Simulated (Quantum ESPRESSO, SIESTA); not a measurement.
# Birch–Murnaghan line for zincblende SiC, SIESTA DZP, PBEsol

Calculated with SIESTA 5.4.2: PBEsol; DZP orbitals, shift 0.01 Ry, mesh 400 Ry; k-mesh 9×9×9. The volume is changed in steps from typed lattice constants. V0 = 10.416 Å³ an atom is where a Birch–Murnaghan fit to this level's pressures, the withheld one apart, crosses zero; rows within 2.5 % of V0 are left out, since F is ill-conditioned there. The typed cell is scaled evenly, with no relaxation, and each row is a single point.

| volume (Å³/atom) | pressure (GPa) |
| --- | --- |
| 9.6632 | 19.02 |
| 9.8732 | ? |
| 10.083 | 7.428 |
| 10.713 | -5.68 |
| 10.924 | -9.184 |
| 11.134 | -12.39 |
| 11.344 | -15.25 |

**Question.** Fit the third-order Birch–Murnaghan equation to the rows given and interpolate to the withheld row.

**Working.**

Take the Eulerian strain f = ½[(V0/V)^(2/3) − 1] and the normalised pressure F = P / [3f(1 + 2f)^(5/2)]. The third-order Birch–Murnaghan equation is then the line F = B0 + (3/2)B0(B′ − 4) f, so u = f and v = F.

| u = f | v = F (GPa) |
| --- | --- |
| 0.0256419 | 218.192 |
| 0.0109489 | 214.221 |
| -0.00928434 | 213.711 |
| -0.0156237 | 212.126 |
| -0.0217336 | 212.358 |
| -0.0276544 | 211.914 |

With n = 6: mean u = -0.00628422, mean v = 213.753, Σ(u − ū)² = 0.0021079, Σ(u − ū)(v − v̄) = 0.22596. Slope b = 0.22596 / 0.0021079 = 107.20; intercept a = v̄ − b ū = 214.43.

So B0 = 214.4 GPa and B′ = 4 + 2b/(3a) = 4.33. At the withheld volume f = 0.01816, F = 216.4 GPa, and P = 3f(1 + 2f)^(5/2) F.

Prediction at 9.8732: 12.89 GPa. The run gave 12.95 GPa, so the fit is low by 0.061 GPa (0.47 % of the value).

A fit to this level's energies over the whole scan gives V0 = 10.416 Å³, B0 = 214.6 GPa and B′ = 4.35. Among the rows given, the largest miss of the fit is at 9.6632, by 0.089 GPa (0.26 % of the range of the table).

Limits: The nuclei are static. The DFT runs use Fermi–Dirac occupations of width 0.01 eV, and energies are free energies.

[Hosts, paths, dates, database ids (printed as entryN), source tags and the programs' standing remarks are cut or masked in the printed files.]
